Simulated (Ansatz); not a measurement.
# LuH2 (Fm-3m): phonon-mediated transition temperature

Aim: the phonon-mediated transition temperature of LuH2 (Fm-3m) at ambient pressure, over a range of μ*. The cell shown first is a relaxed one, from steps not shown here.

Method: DFT PBEsol, scalar-relativistic, plane waves, PseudoDojo norm-conserving pseudopotentials, in the first sound run; inputs show where later runs differ, in Ansatz 0.2.0.

## 1. The cell after earlier relaxation steps

It takes space group Fm-3m (No. 225, cubic). The conventional cell has a = 4.954 Å, b = 4.954 Å, c = 4.954 Å, α = 90.00°, β = 90.00°, γ = 90.00°. Lu has 8 H at 2.15 Å nearest. H has 4 Lu at 2.15 Å nearest. Farther neighbours are not listed.

## 2. Electron–phonon run: PseudoDojo files

The run that gives the couplings also evaluates McMillan's and Allen and Dynes's formulas and, where asked, the Eliashberg equations, over a range of μ*.

input.yaml

```yaml
crystal:
  lattice:
    - [0.0, 2.4770869054, 2.4770869054]
    - [2.4770869054, 0.0, 2.4770869054]
    - [2.4770869054, 2.4770869054, 0.0]
  atoms:
    - { symbol: Lu, position: [0.0, 0.0, 0.0] }
    - { symbol: H, position: [0.25, 0.25, 0.25] }
    - { symbol: H, position: [0.75, 0.75, 0.75] }
kpoints:
  mp_grid: { grid: [8, 8, 8] }
hamiltonian:
  xc: pbesol
  pseudopotentials: { kind: nc, accuracy: standard }
scf:
  occupations: { method: methfessel_paxton, width: 0.2 }
output:
  eigenvalues: true
phonons:
  method: dfpt
  qmesh: [2, 2, 2]
  temperatures: { t_max: 1000, t_step: 50 }
  qpath:
    path:
      - [[0.0, 0.0, 0.0], [0.5, 0.0, 0.5], [0.625, 0.25, 0.625]]
      - [[0.375, 0.375, 0.75], [0.0, 0.0, 0.0], [0.5, 0.5, 0.5], [0.5, 0.25, 0.75], [0.5, 0.0, 0.5]]
    npoints: 10
  electrical_resistivity:
    mesh: [12, 12, 12]
    temperatures: [20.0, 50.0, 80.0, 100.0, 150.0, 200.0, 273.0, 300.0, 400.0, 500.0, 600.0, 800.0]
  superconductivity: { mesh: [12, 12, 12], eliashberg_equations: false }
```

On the command line:

```bash
> ansatz run input.yaml --threads 8 --pin off --max-ram 16384MiB --backend cpu --events-out ev --progress --plain --runs-dir out
```

Numbers of over 12 decimals in the logs are rounded to 6 here.

Log:

```text
Engine: ansatz 0.2.0, aarch64-unknown-linux-gnu
Pseudopotentials: kind: nc
Pseudopotential: Lu, nc, valence charge 25, recommended cutoff 1360.569312 eV (normal), Lu.nc.azcp (PseudoDojo's, or run here from an input of PseudoDojo's; its table is named by hamiltonian.pseudopotentials.accuracy)
Pseudopotential: H, nc, valence charge 1, recommended cutoff 979.609905 eV (normal), H.nc.azcp (PseudoDojo's, or run here from an input of PseudoDojo's; its table is named by hamiltonian.pseudopotentials.accuracy)
Functional definition: PBEsol
  exchange = pbesol_x
  correlation = pbesol_c
Crystal: 3 atoms, lattice volume = 30.399 Å³
Basis set: ecut = 1360.569312 eV, 3479 PW (Γ), exchange–correlation on 90×90×90 points (8 copies of the dense FFT grid, shifted against one another)
Bands: 18, of which v1, the nominal top of the filled ones, is band 14 counted from 1 (13 counted from 0)
Symmetry: 48 space group operations
k-points: 29 of 512
Non-local potential: Lu, projectors of the file, l = 0: 2, l = 1: 2, l = 2: 2, l = 3: 2
Non-local potential: H, projectors of the file, l = 0: 2, l = 1: 1
Initial density: superposition of atomic densities (chi_scale 0.1, normalization cell, long waves kept (reshape's long-wave potential 0.00 eV rms))
Initial wavefunctions: pseudopotential atomic-orbital guess
Functional: x = pbesol(κ = 0.804, μ = 0.123457), c = pbesol(β = 0.046)
SCF iter   1: F=—  HF=-6740.716747 eV  |F-HF|=—  |Δ(HF+E_count)|=         —  Δρ=8.90e-2  dr2=2.06e0  ethr=3.10e-3  ⟨swp⟩=4.7  Hψ=2133  notcnv=0
preconditioner: auto → Kerker (q_TF=auto, 2.675 Å⁻¹)  [metal: Δε(μ)=0.067 eV  Ē_g=13.388 eV  σ=0.200 eV  W_gap=0.27  n_scr=14 (ndim 8)  ℏωp=33.7 eV  f_vac=0.000  D(μ)=1.11/eV (n_scr^D=14)]
SCF iter   2: F=—  HF=-6740.166985 eV  |F-HF|=—  |Δ(HF+E_count)|=   5.50e-1  S|Δr|=    0.00e0  Δρ=4.16e-2  dr2=5.57e-1  ethr=3.10e-3  ⟨swp⟩=4.0  Hψ=1346  notcnv=0  defer=10
preconditioner: auto → none  [insulator: Δε(μ)=0.218 eV  Ē_g=13.991 eV  σ=0.200 eV  W_gap=0.55  n_scr=14 (ndim 8)  ℏωp=33.7 eV  f_vac=0.000  D(μ)=1.12/eV (n_scr^D=14)  ε∞_Penn≈6.8]
SCF iter   3: F=—  HF=-6739.962332 eV  |F-HF|=—  |Δ(HF+E_count)|=   2.05e-1  S|Δr|=    0.00e0  Δρ=1.49e-2  dr2=3.56e-2  ethr=2.06e-3  ⟨swp⟩=2.3  Hψ=939  notcnv=0  defer=10
SCF iter   4: F=—  HF=-6739.948659 eV  |F-HF|=—  |Δ(HF+E_count)|=   1.37e-2  S|Δr|=    0.00e0  Δρ=2.87e-3  dr2=6.34e-4  ethr=1.32e-4  ⟨swp⟩=2.1  Hψ=1133  notcnv=0  defer=9
SCF iter   5: F=—  HF=-6739.948718 eV  |F-HF|=—  |Δ(HF+E_count)|=   5.87e-5  S|Δr|=    0.00e0  Δρ=3.46e-4  dr2=1.79e-5  ethr=2.35e-6  ⟨swp⟩=1.7  Hψ=565  notcnv=0  defer=9
SCF iter   6: F=—  HF=-6739.948688 eV  |F-HF|=—  |Δ(HF+E_count)|=   2.93e-5  S|Δr|=    0.00e0  Δρ=3.63e-5  dr2=3.61e-7  ethr=6.64e-8  ⟨swp⟩=2.2  Hψ=872  notcnv=0  defer=9
SCF iter   7: F=—  HF=-6739.948881 eV  |F-HF|=—  |Δ(HF+E_count)|=   1.93e-4  S|Δr|=    0.00e0  Δρ=3.02e-6  dr2=2.22e-9  ethr=1.34e-9  ⟨swp⟩=2.0  Hψ=899  notcnv=0  defer=9
SCF iter   8: F=—  HF=-6739.948881 eV  |F-HF|=—  |Δ(HF+E_count)|=  7.93e-10  S|Δr|=    0.00e0  Δρ=4.05e-7  dr2=1.47e-11  ethr=8.23e-12  ⟨swp⟩=2.2  Hψ=871  notcnv=0  defer=9
SCF iter   9: F=-6739.948881 eV  HF=-6739.948881 eV  |F-HF|=2.73e-12  |Δ(HF+E_count)|=  3.64e-12  S|Δr|=    0.00e0  Δρ=5.60e-8  dr2=3.99e-13  ethr=1.00e-12  ⟨swp⟩=10.1  Hψ=3295  notcnv=0
SCF 1 converged in 9 iterations: F = -6739.948881 eV  dr2 = 3.99e-13
phonons: the bands overlap, so this run is a metal and interpolates without the dipole-dipole term. If the crystal is really an insulator or semiconductor, its LO-TO splitting is missing
NSCF: frozen V_eff on 29 k-points
WARN: eigensolver did not converge in 3 slots of this pass, the one above among them; of largest residual over every band (k=27): 1 band(s) unlocked (lowest unlocked band 17, counted from 0; max residual 4.53e-5 eV among the unlocked bands, 4.53e-5 eV over every band); of lowest unlocked band (k=8): band 17
NSCF: frozen V_eff on 59 k-points
DFPT response loops at q = (0, 0, 0) (fractional): preconditioner auto → Kerker (q_TF=auto, 2.675 Å⁻¹) (partly filled bands, converged f_vac=0.000); β = 1.00, the filter's whole step (`scf.mixing.beta` (0.50) is not read by the response loops under this deck's `scf.mixing.preconditioner`; to damp them name `kerker` or `kerker_dos`, under which they read `scf.mixing.beta`, and type it under 1.00, their step now; both keys bind the ground state too); Broyden in place of MSR1
NSCF: frozen V_eff on 300 k-points
DFPT response loops at q = (0, 0, -0.5) (fractional): mixed as the last ones told, above
NSCF: frozen V_eff on 190 k-points
DFPT response loops at q = (0, -0.5, -0.5) (fractional): mixed as the last ones told, above
SCF iter   1: F=—  HF=-6740.716747 eV  |F-HF|=—  |Δ(HF+E_count)|=         —  Δρ=8.90e-2  dr2=2.06e0  ethr=3.10e-3  ⟨swp⟩=4.7  Hψ=2133  notcnv=0
SCF iter   2: F=—  HF=-6740.166985 eV  |F-HF|=—  |Δ(HF+E_count)|=   5.50e-1  S|Δr|=    0.00e0  Δρ=4.16e-2  dr2=5.57e-1  ethr=3.10e-3  ⟨swp⟩=4.0  Hψ=1346  notcnv=0  defer=10
SCF iter   3: F=—  HF=-6739.962332 eV  |F-HF|=—  |Δ(HF+E_count)|=   2.05e-1  S|Δr|=    0.00e0  Δρ=1.49e-2  dr2=3.56e-2  ethr=2.06e-3  ⟨swp⟩=2.3  Hψ=939  notcnv=0  defer=10
SCF iter   4: F=—  HF=-6739.948659 eV  |F-HF|=—  |Δ(HF+E_count)|=   1.37e-2  S|Δr|=    0.00e0  Δρ=2.87e-3  dr2=6.34e-4  ethr=1.32e-4  ⟨swp⟩=2.1  Hψ=1133  notcnv=0  defer=9
SCF iter   5: F=—  HF=-6739.948718 eV  |F-HF|=—  |Δ(HF+E_count)|=   5.87e-5  S|Δr|=    0.00e0  Δρ=3.46e-4  dr2=1.79e-5  ethr=2.35e-6  ⟨swp⟩=1.7  Hψ=565  notcnv=0  defer=9
SCF iter   6: F=—  HF=-6739.948688 eV  |F-HF|=—  |Δ(HF+E_count)|=   2.93e-5  S|Δr|=    0.00e0  Δρ=3.63e-5  dr2=3.61e-7  ethr=6.64e-8  ⟨swp⟩=2.2  Hψ=872  notcnv=0  defer=9
SCF iter   7: F=—  HF=-6739.948881 eV  |F-HF|=—  |Δ(HF+E_count)|=   1.93e-4  S|Δr|=    0.00e0  Δρ=3.02e-6  dr2=2.22e-9  ethr=1.34e-9  ⟨swp⟩=2.0  Hψ=899  notcnv=0  defer=9
SCF iter   8: F=—  HF=-6739.948881 eV  |F-HF|=—  |Δ(HF+E_count)|=  7.93e-10  S|Δr|=    0.00e0  Δρ=4.05e-7  dr2=1.47e-11  ethr=8.23e-12  ⟨swp⟩=2.2  Hψ=871  notcnv=0  defer=9
SCF iter   9: F=-6739.948881 eV  HF=-6739.948881 eV  |F-HF|=9.09e-13  |Δ(HF+E_count)|=  3.64e-12  S|Δr|=    0.00e0  Δρ=5.49e-8  dr2=3.88e-13  ethr=1.00e-12  ⟨swp⟩=3.4  Hψ=1459  notcnv=0
SCF 2 converged in 9 iterations: F = -6739.948881 eV  dr2 = 3.88e-13
NSCF: frozen V_eff on 72 k-points
SCF converged after 9 iterations
Stability not checked: this state was not tested for a lower state beside it, because cold or Methfessel-Paxton smearing, or corrected tetrahedra, fill the levels in a way that the test cannot read (fill_not_monotonic; see scf.lower_state_search)
Free energy (F): -6739.948881 eV
[...]
sum rule: each row above includes the acoustic sum rule's correction from the zone centre's row sums; it moved no ω² by more than (2.17 cm⁻¹)²
  mesh force constants: q→R imaginary residual 1.39e-17; ASR residual 1.384e-4 → 0.000e0 eV/Å²; symmetrization residual 8.882e-15 eV/Å²
  interpolated dispersion: 62 rows × 9 modes
  density of states and harmonic sums: on the 22×22×22 q-mesh, interpolated from the force constants of a 2×2×2 supercell (no non-analytic term)
  largest difference from the sums on the solved wave vectors: F 7.26e-2 eV, S 1.05e-4 and C_V 3.22e-5 eV/K
  zero-point energy: 0.424595 eV/cell   skipped modes (ω ≤ 0): 3   left out of the sums: 3.13e-5 of the cell's modes: C_V's classical limit lies that fraction below 3 k_B per atom; for a crystal, a wire or a layer, F and S can be off by more, and a phonons.interpolated_qmesh denser along its periods is the remedy for the sampling
--- Electrical resistivity: potentials and phonons of a 2×2×2 supercell ---
  scattering by harmonic phonons alone, with no dipole-dipole term; scattering by other electrons, impurities, surfaces and spin disorder is left out, and so is spin–orbit coupling
  the resistivity is that of a variational response, whose dependence on the energy is improved iteratively
  at the Fermi level of each mesh (of a tensor a third of its trace):
           mesh   spin    states/(eV spin)  plasma energy (eV)         λ      λ_tr    ħω_log (meV)
       12×12×12                     0.2889              5.1167    0.2578    0.3337          25.055
          6×6×6                     0.2828              5.0627    0.2517    0.3230          25.436
          3×3×3                     0.2828              4.8133    0.2106    0.3155          28.627
  resistivity on the deck's mesh, µΩ·cm:
     T (K)       trace/3  mesh converged            xx            yy            zz    lowest order   relaxation time
     20.00     6.8412e-3             yes     6.8412e-3     6.8412e-3     6.8412e-3       1.7352e-2         8.5803e-3
     50.00     5.8576e-1             yes     5.8576e-1     5.8576e-1     5.8576e-1       8.2759e-1         5.4000e-1
     80.00      1.9362e0             yes      1.9362e0      1.9362e0      1.9362e0        2.1765e0          1.6157e0
    100.00      2.8619e0             yes      2.8619e0      2.8619e0      2.8619e0        3.0799e0          2.3450e0
    150.00      5.0131e0             yes      5.0131e0      5.0131e0      5.0131e0        5.2492e0          4.0624e0
    200.00      7.0645e0             yes      7.0645e0      7.0645e0      7.0645e0        7.3741e0          5.7160e0
    273.00      1.0143e1             yes      1.0143e1      1.0143e1      1.0143e1        1.0615e1          8.2185e0
    300.00      1.1337e1             yes      1.1337e1      1.1337e1      1.1337e1        1.1881e1          9.1960e0
    400.00      1.6023e1             yes      1.6023e1      1.6023e1      1.6023e1        1.6850e1          1.3058e1
    500.00      2.0988e1             yes      2.0988e1      2.0988e1      2.0988e1        2.2097e1          1.7181e1
    600.00      2.6074e1             yes      2.6074e1      2.6074e1      2.6074e1        2.7454e1          2.1421e1
    800.00      3.6301e1             yes      3.6301e1      3.6301e1      3.6301e1        3.8214e1          2.9962e1
  mean free path at 20 K (of a tensor a third of its trace): 22647 nm by what each carries, 20081 by the Fermi surface alone
  mean free path at 50 K (of a tensor a third of its trace): 291 nm by what each carries, 235 by the Fermi surface alone
  mean free path at 80 K (of a tensor a third of its trace): 77.8 nm by what each carries, 71.0 by the Fermi surface alone
  mean free path at 100 K (of a tensor a third of its trace): 50.3 nm by what each carries, 48.0 by the Fermi surface alone
  mean free path at 150 K (of a tensor a third of its trace): 27.8 nm by what each carries, 27.4 by the Fermi surface alone
  mean free path at 200 K (of a tensor a third of its trace): 19.7 nm by what each carries, 19.4 by the Fermi surface alone
  mean free path at 273 K (of a tensor a third of its trace): 13.7 nm by what each carries, 13.5 by the Fermi surface alone
  mean free path at 300 K (of a tensor a third of its trace): 12.3 nm by what each carries, 12.1 by the Fermi surface alone
  mean free path at 400 K (of a tensor a third of its trace): 8.72 nm by what each carries, 8.57 by the Fermi surface alone
  mean free path at 500 K (of a tensor a third of its trace): 6.67 nm by what each carries, 6.55 by the Fermi surface alone
  mean free path at 600 K (of a tensor a third of its trace): 5.37 nm by what each carries, 5.27 by the Fermi surface alone
  mean free path at 800 K (of a tensor a third of its trace): 3.86 nm by what each carries, 3.78 by the Fermi surface alone
  the resistivity times a path that all electrons share, by the Fermi surface of the deck's mesh alone (a third of the trace): 1.374e-15 Ω·m²
  not converged in the mesh (λ; λ_tr): between neighbouring meshes, the two finest first, λ moves by 2.37 % and 16.32 %, λ_tr by 3.23 % and 2.32 % and the resistivity by up to 1.66 % and 13.85 %; an estimate, no bound, puts it up to 2.4e-7 % above the Boltzmann equation's exact value after up to 5 iterations (at most 30 are made, fewer where the estimate is under 1.0e-6 % of each spin channel's own resistivity)
  vibrations of 8 cells: unjudged by the run; compare a larger repeat
  the changes of the potential over all sites missed a rigid shift's by 0.00 % (the site terms' by 0.00 %)
  between the force constants' wavevectors the phonons are obtained by Fourier interpolation alone: along a vector of fewer than three repeats the shortest translation of the supercell is 7.006 Å, and under 7.500 Å the phonon self-energy is left out by default: enlarge phonons.supercell (under dfpt, phonons.qmesh)
--- Superconductivity: potentials and phonons of a 2×2×2 supercell ---
  pairing by harmonic phonons, in the closed forms alone; spin fluctuations are left out, and so is spin–orbit coupling
           mesh         λ    ħω_log (meV)  μ* declared at (meV)
       12×12×12    0.2578          25.055               70.397
          6×6×6    0.2517          25.436               71.227
          3×3×3    0.2106          28.627               77.712
  λ by the species' shares of the modes' patterns: Lu 0.1911, H 0.0667
  transition temperature on the deck's mesh (K), isotropic and anisotropic, restricted to the Fermi surface (FSR) and over the full bandwidth (FBW), and the last with the density of states resolved in a narrower window:
        μ*   McMillan   Allen–Dynes      iso. FSR      iso. FBW    aniso. FSR    aniso. FBW  narrow window
      0.08      0.087         0.088             -             -             -             -              -
      0.10      0.024         0.024             -             -             -             -              -
      0.12      0.004         0.004             -             -             -             -              -
      0.13      0.001         0.001             -             -             -             -              -
      0.14      0.000         0.000             -             -             -             -              -
      0.16      0.000         0.000             -             -             -             -              -
      0.20      0.000         0.000             -             -             -             -              -
  not judged without the Eliashberg equations: between neighbouring meshes, the two finest first, λ moves by 2.37 % and 16.32 %
  vibrations of 8 cells: unjudged by the run; compare a larger repeat
  the changes of the potential over all sites missed a rigid shift's by 0.00 % (the site terms' by 0.00 %)
  between the force constants' wavevectors the phonons are obtained by Fourier interpolation alone: along a vector of fewer than three repeats the shortest translation of the supercell is 7.006 Å, and under 7.500 Å the phonon self-energy is left out by default: enlarge phonons.supercell (under dfpt, phonons.qmesh)
[key lines of the parts left out:]
Fermi energy:    14.765854 eV
```

Elapsed: 75 s, on 8 threads of Arm Neoverse N1, shared host; peak memory 1.4 GiB; 9.3 min of CPU time.

The column dr2 measures how far the density is from self-consistency, as an energy; F and HF (Harris–Foulkes) agree once it is small.

This step gave:

```
volume per atom                                                                : 10.13 Å³
metallic on mesh                                                               : yes
gap on the k-mesh                                                              : 0 eV
zero point energy                                                              : 0.4246 eV/cell
share of imaginary modes in the plain interpolation between solved wavevectors : 0
highest frequency, solved or plainly interpolated                              : 1183 cm⁻¹
Debye temperature (second moment)                                              : 1656 K
resistivity at 300 K                                                           : 11.34 μΩ cm
coupling constant λ                                                            : 0.2578
density of states at the Fermi level                                           : 0.2889 states/eV a spin and cell
log mean phonon energy ħω_log                                                  : 25.05 meV
transport coupling constant λ_tr                                               : 0.3337, 0.3337, 0.3337 (xx, yy, zz)
Drude plasma energy                                                            : 5.117, 5.117, 5.117 eV (xx, yy, zz)
resistivity times mean free path                                               : 13.74, 13.74, 13.74 × 10⁻¹⁶ Ω m² (xx, yy, zz)
second-moment phonon energy ħω₂                                                : 70.40 meV
```

An empty cell: under 1 mK by a formula, or no transition down to the floor of the Eliashberg search. Transition temperatures:

```
  μ*  McMillan Tc (K)  Allen–Dynes Tc (K)
0.08           0.0875              0.0883
 0.1           0.0239              0.0241
0.12          0.00394             0.00397
0.13          0.00119              0.0012
0.14                -                   -
0.16                -                   -
 0.2                -                   -
```

(Part 1 of 3 ends here.)

[Logs are printed without paths, hosts, clocks, repeated set-up lines and the standing remarks that a program may print on its own settings, such as how far it seeks lower states.]

[Hosts, paths, dates, database ids (printed as entryN), source tags and the programs' standing remarks are cut or masked in the printed files.]
